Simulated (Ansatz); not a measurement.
## Stretching the linear Ir chain

Does stretching change the magnetism or the channel count of the linear Ir chain?

Calculated with Ansatz 0.2.0; DFT RPBE, plane waves, PAW; relaxation of a chain's period, in the first sound run; inputs show where later runs differ.

**1. The structure**

The cell holds 1 atom: 1 Ir. Its edges and angles: a = 7.500 Å, b = 7.500 Å, c = 2.623 Å, α = 90.0°, β = 90.0°, γ = 90.0°. Vacuum lies along a and b. The structure's axis is c.

**2. Relaxing the period**

Band widths follow the bond lengths, so the chain is relaxed first. The atoms and the third cell vector are free; the box across stays fixed as vacuum. Moments are seeded so that a magnetic state can form if it lies lower. A Fermi-Dirac smearing is set since the result may be a metal. The pressure printed is a third of the stress's trace over the whole box, vacuum included; only the stress along the axis is relaxed.

input.yaml reads:

```yaml
crystal:
  lattice:
    - [7.5, 0.0, 0.0]
    - [0.0, 7.5, 0.0]
    - [0.0, 0.0, 2.6226]
  atoms:
    - { symbol: Ir, position: [0.5, 0.5, 0.0], spin: 1.0 }
magnetization:
  spin_polarized: true
kpoints:
  mp_grid: { grid: [1, 1, 31] }
scf:
  occupations: { method: fermi_dirac, width: 0.05 }
hamiltonian:
  xc: rpbe
relax:
  cell: { fix: [a, b, alpha, beta, gamma] }
  max_steps: 60
```

Command:

```bash
$ ansatz run input.yaml --threads 4 --pin off --max-ram 8192MiB --backend cpu --events-out ev --progress --plain --runs-dir out
```

Numbers of over 12 decimals in the logs are rounded to 6 here.

The log of the run:

```text
Engine: ansatz 0.2.0, aarch64-unknown-linux-gnu
Pseudopotentials: kind: paw
Pseudopotential: Ir, paw, valence charge 17, recommended cutoff 420 eV (normal), Ir.paw.azcp
Functional definition: RPBE
  parameter kappa = 0.804
  parameter beta = 0.066725
  exchange = rpbe_x(kappa = kappa, mu = beta*pi^2/3)
  correlation = pbe_c(beta = beta)
Crystal: 1 atoms, lattice volume = 147.521 Å³
Basis set: ecut = 420 eV, 2913 PW (Γ), exchange–correlation on 108×108×36 points (8 copies of the dense FFT grid, shifted against one another)
Bands: 13, of which v1, the nominal top of the filled ones, is band 9 counted from 1 (8 counted from 0)
Symmetry: 16 space group operations
Space group: P4/mmm (ITA 123), of the structure as read, at distance tolerance 5.3e-5 Å
Magnetic group: BNS 123.339 (UNI 999), of the structure as read, at distance tolerance 5.3e-5 Å
k-points: 16 of 31
Non-local potential: Ir, projectors of the file, l = 0: 3, l = 1: 2, l = 2: 2, l = 3: 1
PAW form: soft (Blöchl's): semilocal exchange-correlation on the pseudo side does not see the compensation charge
PAW frozen core: Ir, regenerated for the run's functional, and the local potential with it (the file was generated under x = pbe(κ = 0.804, μ = 0.219515), c = pbe(β = 0.066725))
PAW one-centre angular grid: Ir, 590 points (default); XC on 64 Gauss nodes
Initial density: superposition of atomic densities (neutral atoms: chi_scale 0, normalization atom)
Starting moments: Σ|m| = 1 μB on 1 of 1 site
Initial wavefunctions: pseudopotential atomic-orbital guess
Functional: x = rpbe, c = pbe(β = 0.066725)
iter 1 solved again at ethr=7.04e-4 eV; its pass at ethr=3.10e-3 eV (dr2=1.20e-1 eV) is discarded
SCF iter   1: F=—  HF=-11944.287505 eV  |F-HF|=—  |Δ(HF+E_count)|=         —  Δρ=1.17e-2 (↑1.17e-2 ↓5.59e-3)  dr2=1.21e-1  dr2_m=7.70e-2  M=1.186 μB ∫|m|=1.187 μB  β_m=0.30  ethr=7.04e-4  ⟨swp⟩=1.0  Hψ=2918  notcnv=0
Mixer restart at iter 1: flushing history
preconditioner: auto → LDOS  [metal: Δε(μ)=0.052 eV  Ē_g=5.716 eV  σ=0.050 eV  W_gap=0.25  n_scr=20 (ndim 8)  ℏωp=9.2 eV  f_vac=0.678  D(μ)=3.57/eV (n_scr^D=20)]
spin=Collinear: LDOS preconditioning applied to the charge; magnetization (m = ρ↑ − ρ↓) channel mixes plain (no charge-response kernel on spin).
SCF iter   2: F=—  HF=-11944.504073 eV  |F-HF|=—  |Δ(HF+E_count)|=         —  Δρ=9.99e-3 (↑9.99e-3 ↓7.33e-3)  dr2=4.25e-2  dr2_m=9.10e-2  M=1.533 μB ∫|m|=1.534 μB  β_m=0.30  ethr=7.04e-4  ⟨swp⟩=2.2  Hψ=597  notcnv=0
Mixer restart at iter 2: flushing history
SCF iter   3: F=—  HF=-11944.582663 eV  |F-HF|=—  |Δ(HF+E_count)|=   7.86e-2  Δρ=7.13e-3 (↑7.13e-3 ↓5.78e-3)  dr2=1.81e-2  dr2_m=5.13e-2  M=1.576 μB ∫|m|=1.577 μB  β_m=0.65  ethr=2.50e-4  ⟨swp⟩=2.6  Hψ=644  notcnv=0
SCF iter   4: F=—  HF=-11944.672052 eV  |F-HF|=—  |Δ(HF+E_count)|=   8.94e-2  Δρ=7.99e-4 (↑7.22e-4 ↓7.99e-4)  dr2=9.05e-4  dr2_m=2.60e-4  M=1.643 μB ∫|m|=1.645 μB  β_m=0.71  ethr=1.07e-4  ⟨swp⟩=2.8  Hψ=888  notcnv=0
SCF iter   5: F=—  HF=-11944.673296 eV  |F-HF|=—  |Δ(HF+E_count)|=   1.24e-3  Δρ=3.30e-4 (↑2.53e-4 ↓3.30e-4)  dr2=2.24e-4  dr2_m=4.35e-5  M=1.644 μB ∫|m|=1.646 μB  β_m=0.83  ethr=5.32e-6  ⟨swp⟩=2.0  Hψ=843  notcnv=0
SCF iter   6: F=—  HF=-11944.673584 eV  |F-HF|=—  |Δ(HF+E_count)|=   2.88e-4  Δρ=6.78e-5 (↑6.78e-5 ↓5.86e-5)  dr2=5.19e-6  dr2_m=3.32e-6  M=1.642 μB ∫|m|=1.644 μB  β_m=0.88  ethr=1.32e-6  ⟨swp⟩=2.0  Hψ=678  notcnv=0
SCF iter   7: F=—  HF=-11944.673603 eV  |F-HF|=—  |Δ(HF+E_count)|=   1.93e-5  Δρ=3.47e-5 (↑1.48e-5 ↓3.47e-5)  dr2=1.49e-6  dr2_m=5.26e-7  M=1.642 μB ∫|m|=1.644 μB  β_m=0.93  ethr=3.05e-8  ⟨swp⟩=2.5  Hψ=746  notcnv=0
SCF iter   8: F=—  HF=-11944.673605 eV  |F-HF|=—  |Δ(HF+E_count)|=   1.96e-6  Δρ=1.69e-5 (↑1.16e-5 ↓1.69e-5)  dr2=2.15e-7  dr2_m=1.92e-7  M=1.642 μB ∫|m|=1.644 μB  β_m=0.88  ethr=8.76e-9  ⟨swp⟩=2.0  Hψ=745  notcnv=0
SCF iter   9: F=—  HF=-11944.673606 eV  |F-HF|=—  |Δ(HF+E_count)|=   1.45e-7  Δρ=1.02e-5 (↑3.53e-6 ↓1.02e-5)  dr2=4.67e-8  dr2_m=5.02e-8  M=1.642 μB ∫|m|=1.644 μB  β_m=0.94  ethr=1.27e-9  ⟨swp⟩=2.5  Hψ=657  notcnv=0
SCF iter  10: F=—  HF=-11944.673606 eV  |F-HF|=—  |Δ(HF+E_count)|=   1.16e-7  Δρ=5.37e-6 (↑1.28e-6 ↓5.37e-6)  dr2=1.75e-8  dr2_m=1.21e-8  M=1.641 μB ∫|m|=1.644 μB  β_m=0.97  ethr=2.75e-10  ⟨swp⟩=2.3  Hψ=737  notcnv=0
SCF iter  11: F=-11944.673606 eV  HF=-11944.673606 eV  |F-HF|=1.21e-8  |Δ(HF+E_count)|=   3.89e-8  Δρ=1.19e-6 (↑8.57e-7 ↓1.19e-6)  dr2=4.34e-10  dr2_m=1.11e-9  M=1.641 μB ∫|m|=1.644 μB  ethr=1.03e-10  ⟨swp⟩=2.2  Hψ=1394  notcnv=0
SCF 1 converged in 11 iterations: F = -11944.673606 eV  dr2 = 4.34e-10
  greatest PAW one-centre occupation: 1.001 electrons in one spin orbital (limit 2), on the Ir atom at site 0 (counted from 0), in its partial waves of l = 1
relax step   1: F+E_penalty+E_count = -11944.67360574 eV  Δ(F+E_penalty+E_count) = +0.000e0 eV  max|allowed force component| = 0.000e0 eV/Å  Δτ_max = 0.0000 Å  P = -2.644 GPa  Ω = 147.521 Å³  fix = [a, b, alpha, beta, gamma]  reactions: a -0.133, b -0.133 GPa  (11 SCF iters, dr2 threshold 1.00e-7 eV, accepted)
Crystal: 1 atoms, lattice volume = 140.330 Å³
Basis set: ecut = 420 eV, 2745 PW (Γ), exchange–correlation on 108×108×36 points (8 copies of the dense FFT grid, shifted against one another)
Initial density: handed on by an earlier stage of this run
Starting moments: Σ|m| = 1 μB on 1 of 1 site; this step starts from the density that it was given
Initial wavefunctions: those handed on with the density
iter 1 solved again at ethr=2.57e-5 eV; its pass at ethr=3.10e-3 eV (dr2=4.38e-3 eV) is discarded
SCF iter   1: F=—  HF=-11945.005103 eV  |F-HF|=—  |Δ(HF+E_count)|=         —  Δρ=5.14e-3 (↑5.14e-3 ↓3.84e-3)  dr2=4.27e-3  dr2_m=2.37e-2  M=1.339 μB ∫|m|=1.343 μB  β_m=0.30  ethr=2.57e-5  ⟨swp⟩=1.6  Hψ=3021  notcnv=0
preconditioner: auto → LDOS  [metal: Δε(μ)=0.040 eV  Ē_g=6.230 eV  σ=0.050 eV  W_gap=0.19  n_scr=20 (ndim 8)  ℏωp=9.4 eV  f_vac=0.691  D(μ)=2.64/eV (n_scr^D=12)]
spin=Collinear: LDOS preconditioning applied to the charge; magnetization (m = ρ↑ − ρ↓) channel mixes plain (no charge-response kernel on spin).
SCF iter   2: F=—  HF=-11945.003357 eV  |F-HF|=—  |Δ(HF+E_count)|=   1.75e-3  Δρ=3.74e-3 (↑3.74e-3 ↓3.02e-3)  dr2=1.74e-3  dr2_m=1.36e-2  M=1.319 μB ∫|m|=1.324 μB  β_m=0.65  ethr=2.51e-5  ⟨swp⟩=1.9  Hψ=447  notcnv=0
SCF iter   3: F=—  HF=-11945.003098 eV  |F-HF|=—  |Δ(HF+E_count)|=   2.58e-4  Δρ=5.50e-4 (↑5.50e-4 ↓3.46e-4)  dr2=7.76e-5  dr2_m=2.35e-4  M=1.253 μB ∫|m|=1.259 μB  β_m=0.69  ethr=1.02e-5  ⟨swp⟩=2.0  Hψ=813  notcnv=0
[...]
SCF iter   8: F=-11945.253806 eV  HF=-11945.253806 eV  |F-HF|=1.39e-9  |Δ(HF+E_count)|=   3.37e-9  Δρ=1.51e-6 (↑6.07e-7 ↓1.51e-6)  dr2=3.06e-9  dr2_m=9.10e-10  M=0.760 μB ∫|m|=0.762 μB  β_m=0.96  ethr=1.06e-10  ⟨swp⟩=1.9  Hψ=1417  notcnv=0
SCF iter   9: F=-11945.253806 eV  HF=-11945.253806 eV  |F-HF|=4.91e-11  |Δ(HF+E_count)|=  7.28e-12  Δρ=1.88e-7 (↑1.88e-7 ↓1.62e-7)  dr2=8.33e-11  dr2_m=1.42e-11  M=0.760 μB ∫|m|=0.762 μB  ethr=1.80e-11  ⟨swp⟩=1.2  Hψ=1229  notcnv=0
SCF 3 converged in 9 iterations: F = -11945.253806 eV  dr2 = 8.33e-11
  greatest PAW one-centre occupation: 1.000 electrons in one spin orbital (limit 2), on the Ir atom at site 0 (counted from 0), in its partial waves of l = 1
relax step   3: F+E_penalty+E_count = -11945.25380643 eV  Δ(F+E_penalty+E_count) = -2.500e-1 eV  max|allowed force component| = 0.000e0 eV/Å  Δτ_max = 0.0000 Å  P = -1.288 GPa  Ω = 133.138 Å³  energy of the carried Pulay correction = +9.060e-4 eV  fix = [a, b, alpha, beta, gamma]  reactions: a -0.135, b -0.135 GPa  (9 SCF iters, dr2 threshold 1.00e-7 eV, accepted)
[...]
relax step   4: F+E_penalty+E_count = -11945.26402894 eV  Δ(F+E_penalty+E_count) = -1.022e-2 eV  max|allowed force component| = 0.000e0 eV/Å  Δτ_max = 0.0000 Å  P = +1.248 GPa  Ω = 125.946 Å³  energy of the carried Pulay correction = +1.379e-3 eV  fix = [a, b, alpha, beta, gamma]  reactions: a -0.134, b -0.134 GPa  (7 SCF iters, dr2 threshold 1.00e-7 eV, accepted)
[...]
relax step   5: F+E_penalty+E_count = -11945.30198756 eV  Δ(F+E_penalty+E_count) = -3.796e-2 eV  max|allowed force component| = 0.000e0 eV/Å  Δτ_max = 0.0000 Å  P = -0.047 GPa  Ω = 129.023 Å³  energy of the carried Pulay correction = +1.175e-3 eV  fix = [a, b, alpha, beta, gamma]  reactions: a -0.135, b -0.135 GPa  (7 SCF iters, dr2 threshold 1.00e-7 eV, accepted)
[...]
relax step   6: F+E_penalty+E_count = -11945.30202666 eV  Δ(F+E_penalty+E_count) = -3.910e-5 eV  max|allowed force component| = 0.000e0 eV/Å  Δτ_max = 0.0000 Å  P = -0.090 GPa  Ω = 129.140 Å³  energy of the carried Pulay correction = +1.167e-3 eV  fix = [a, b, alpha, beta, gamma]  reactions: a -0.135, b -0.135 GPa  (5 SCF iters, dr2 threshold 4.12e-8 eV, accepted)
Basis set: ecut = 420 eV, 2527 PW (Γ), exchange–correlation on 108×108×32 points (8 copies of the dense FFT grid, shifted against one another)
Initial wavefunctions: pseudopotential atomic-orbital guess (no wavefunctions were taken with the density)
iter 1 solved again at ethr=2.90e-7 eV; its pass at ethr=3.10e-3 eV (dr2=4.93e-5 eV) is discarded
SCF iter   1: F=—  HF=-11945.300173 eV  |F-HF|=—  |Δ(HF+E_count)|=         —  Δρ=1.26e-4 (↑1.25e-4 ↓1.26e-4)  dr2=1.36e-5  dr2_m=1.46e-7  M=0.661 μB ∫|m|=0.662 μB  β_m=0.65  ethr=2.90e-7  ⟨swp⟩=3.1  Hψ=3399  notcnv=0
spin=Collinear: LDOS preconditioning applied to the charge; magnetization (m = ρ↑ − ρ↓) channel mixes plain (no charge-response kernel on spin).
SCF iter   2: F=—  HF=-11945.300177 eV  |F-HF|=—  |Δ(HF+E_count)|=   4.51e-6  Δρ=4.28e-5 (↑4.28e-5 ↓4.15e-5)  dr2=1.08e-6  dr2_m=2.70e-7  M=0.661 μB ∫|m|=0.663 μB  β_m=0.57  ethr=7.99e-8  ⟨swp⟩=2.1  Hψ=691  notcnv=0
SCF iter   3: F=—  HF=-11945.300179 eV  |F-HF|=—  |Δ(HF+E_count)|=   1.59e-6  Δρ=1.62e-5 (↑1.52e-5 ↓1.62e-5)  dr2=1.21e-7  dr2_m=1.52e-7  M=0.662 μB ∫|m|=0.663 μB  β_m=0.78  ethr=6.36e-9  ⟨swp⟩=2.3  Hψ=588  notcnv=0
SCF iter   4: F=—  HF=-11945.300179 eV  |F-HF|=—  |Δ(HF+E_count)|=   2.87e-7  Δρ=5.48e-6 (↑3.99e-6 ↓5.48e-6)  dr2=9.30e-9  dr2_m=2.22e-8  M=0.662 μB ∫|m|=0.663 μB  β_m=0.89  ethr=7.13e-10  ⟨swp⟩=2.3  Hψ=625  notcnv=0
SCF iter   5: F=—  HF=-11945.300179 eV  |F-HF|=—  |Δ(HF+E_count)|=   1.25e-8  Δρ=1.48e-6 (↑1.31e-6 ↓1.48e-6)  dr2=1.43e-9  dr2_m=1.71e-9  M=0.662 μB ∫|m|=0.664 μB  β_m=0.95  ethr=5.47e-11  ⟨swp⟩=2.1  Hψ=678  notcnv=0
SCF iter   6: F=—  HF=-11945.300179 eV  |F-HF|=—  |Δ(HF+E_count)|=   1.10e-9  Δρ=3.13e-7 (↑3.13e-7 ↓2.62e-7)  dr2=1.67e-10  dr2_m=3.01e-11  M=0.662 μB ∫|m|=0.664 μB  β_m=0.87  ethr=8.39e-12  ⟨swp⟩=2.0  Hψ=692  notcnv=0
SCF iter   7: F=—  HF=-11945.300179 eV  |F-HF|=—  |Δ(HF+E_count)|=   4.02e-8  Δρ=6.26e-8 (↑6.26e-8 ↓4.41e-8)  dr2=1.41e-11  dr2_m=6.32e-13  M=0.662 μB ∫|m|=0.664 μB  β_m=0.66  ethr=1.00e-12  ⟨swp⟩=2.3  Hψ=676  notcnv=0
SCF iter   8: F=—  HF=-11945.300179 eV  |F-HF|=—  |Δ(HF+E_count)|=  2.00e-11  Δρ=3.21e-8 (↑2.34e-8 ↓3.21e-8)  dr2=2.06e-12  dr2_m=4.22e-13  M=0.662 μB ∫|m|=0.664 μB  β_m=0.52  ethr=1.00e-12  ⟨swp⟩=1.2  Hψ=423  notcnv=0
SCF iter   9: F=-11945.300179 eV  HF=-11945.300179 eV  |F-HF|=5.46e-12  |Δ(HF+E_count)|=  3.64e-12  Δρ=7.71e-9 (↑5.47e-9 ↓7.71e-9)  dr2=6.81e-14  dr2_m=2.53e-14  M=0.662 μB ∫|m|=0.664 μB  ethr=1.00e-12  ⟨swp⟩=3.8  Hψ=1521  notcnv=0
SCF 7 converged in 9 iterations: F = -11945.300179 eV  dr2 = 6.81e-14
relax step   7: F+E_penalty+E_count = -11945.30017896 eV  Δ(F+E_penalty+E_count) = +1.848e-3 eV  max|allowed force component| = 0.000e0 eV/Å  Δτ_max = 0.0000 Å  P = -0.089 GPa  Ω = 129.140 Å³  fix = [a, b, alpha, beta, gamma]  reactions: a -0.133, b -0.133 GPa  stress off target by 1.16e-3 GPa on what of the cell is left free  SCF on the basis re-selected at this cell (its energy is not comparable with the rows above)  (9 SCF iters)
basis re-selected at this cell: Δ(F+E_penalty+E_count) = +1.848e-3 eV, ΔP = +0.001 GPa vs the last step (what re-selecting the basis moved, of the pressure what is left beyond the Pulay correction that the steps carried, after the strain that the cell walked since its last selection, with what the two solves' SCF thresholds leave and, on support functions, any second-order correction that the steps lacked; it is no measure of the basis error at this ecutwfc). The dense FFT grid was sized anew with the basis: this SCF ran on 54×54×16 points, the steps before it on 54×54×18, so part of this shift can come from that change (see relax.cell in the input reference). [rest of the remark cut]
SCF converged after 9 iterations
Magnetization: 0.6620 μB (8.8310 up, 8.1690 down)
Absolute magnetization: 0.6636 μB (∫|ρ↑−ρ↓|, with the PAW one-centre terms)
Spin contamination: 0.0011 ħ² per cell (⟨S²⟩ above its minimum at these occupations)
Per-site moments (μB) at R_I (Å): [(0.469477, 0.947023)]
Free energy (F): -11945.300179 eV
Harris-Foulkes:  -11945.300179 eV  (|F-HF|=5.46e-12)
Internal energy: -11945.282113 eV  (E = F + TS)
E sigma→0 (E₀):  -11945.291146 eV
Entropy (-TS):   -0.018066 eV (-18.066 meV/atom)
Fermi energy:    -2.256899 eV
--- Per-component energies (eV) ---
  E_band       = -530.447752
  E_kinetic    = 619.516523
  E_local      = -4698.543143  (includes V_loc(G=0)·N_el)
  E_nonlocal   = 75.811919
  E_hartree    = 1999.691499
  E_xc         = -264.161459
  E_vxc        = -293.959201  (∫ρ·V_xc dr)
  E_paw        = -9237.729848  (= ΣΔE_a)
  E_vpaw       = -232.656914  (= ΣTr[D̂ρ^β])
  E_aug_tail   = 0.000074  (compensation charges beyond the density's cutoff)
  E_ewald      = -439.836156
  E_core_change = -0.031522  (= ΣΔE_core)
  E_smearing   = -0.018066  (= −TS)
  E_closure    = 0.000000  (closes the sum)
  Σ components = -11945.300179   (vs F -11945.300179, Δ=0.00e0)
--- Forces (eV/Å), atoms counted from 1 ---
  atom   1  Ir    -0.00000000    -0.00000000     0.00000000
  max |Σ_I F_I| component: 2.52e-29 eV/Å
--- Stress (GPa, compression-positive) ---
       -0.133012       0.000000       0.000000
        0.000000      -0.133012       0.000000
        0.000000       0.000000      -0.001164
  P = ⅓ Tr σ = -0.0891 GPa (-0.891 kbar)
--- Relaxed structure (6 steps of the walk, 6 accepted, 1 SCFs on fresh bases) ---
  F+E_penalty+E_count = -11945.30017896 eV   max|allowed force component| = 0.000e0 eV/Å   (the final SCF, on the basis selected at the relaxed cell)
  cell:  # Å, volume = 129.1395 Å³
    - [7.5, 0.0, 0.0]
    - [0.0, 7.5, 0.0]
    - [0.0, 0.0, 2.295813]
  atoms:
    - { symbol: Ir, position: [0.5, 0.5, 0.0] }
```

It took 8.9 s on 4 threads of Arm Neoverse V2, shared host; peak memory 0.4 GiB; 31 s of CPU time.

The steps of the relaxation:

| step | energy less that of the first step (eV) | largest force component (eV/Å) | pressure (GPa) | volume (Å³) |
| --- | --- | --- | --- | --- |
| 1 | 0.0000 | 0.0000 | -2.64 | 147.52 |
| 2 | -0.3302 | 0.0000 | -2.35 | 140.33 |
| 3 | -0.5802 | 0.0000 | -1.29 | 133.14 |
| 4 | -0.5904 | 0.0000 | 1.25 | 125.95 |
| 5 | -0.6284 | 0.0000 | -0.05 | 129.02 |
| 6 | -0.6284 | 0.0000 | -0.09 | 129.14 |
| 7* | -0.6266 | 0.0000 | -0.09 | 129.14 |

Relaxation steps marked * repeat the geometry before them on a plane-wave basis chosen anew for their cell, so energy and pressure can jump there.

| cell as run | before | after | change |
| --- | --- | --- | --- |
| c (Å) | 2.623 | 2.296 | -12.5 % |

Final coordinates:

```xyz
1
Lattice="7.5000 0.0000 0.0000 0.0000 7.5000 0.0000 0.0000 0.0000 2.2958" Properties=species:S:1:pos:R:3
Ir    3.7500    3.7500    0.0000
```

Numbers from this step:

```yaml
energy_at_zero_smearing: -11945.2911 eV
total_moment: 0.6620 μB
absolute_moment: 0.6636 μB
cell_length_along_the_wire: 2.296 Å
```

Site moment by atom:

| atom | site moment (μB) |
| --- | --- |
| Ir1 | 0.469 |

The cell's length comes to 2.296 Å with an absolute moment of 0.66 μB a cell. That is -12 % against the start, more than a small adjustment.

The cell shrank by 12.5 % in its periodic edges.

[end of part 1 of 3]

[Logs are printed without paths, hosts, clocks, repeated set-up lines and the standing remarks that a program may print on its own settings, such as how far it seeks lower states.]

[Hosts, paths, dates, database ids (printed as entryN), source tags and the programs' standing remarks are cut or masked in the printed files.]
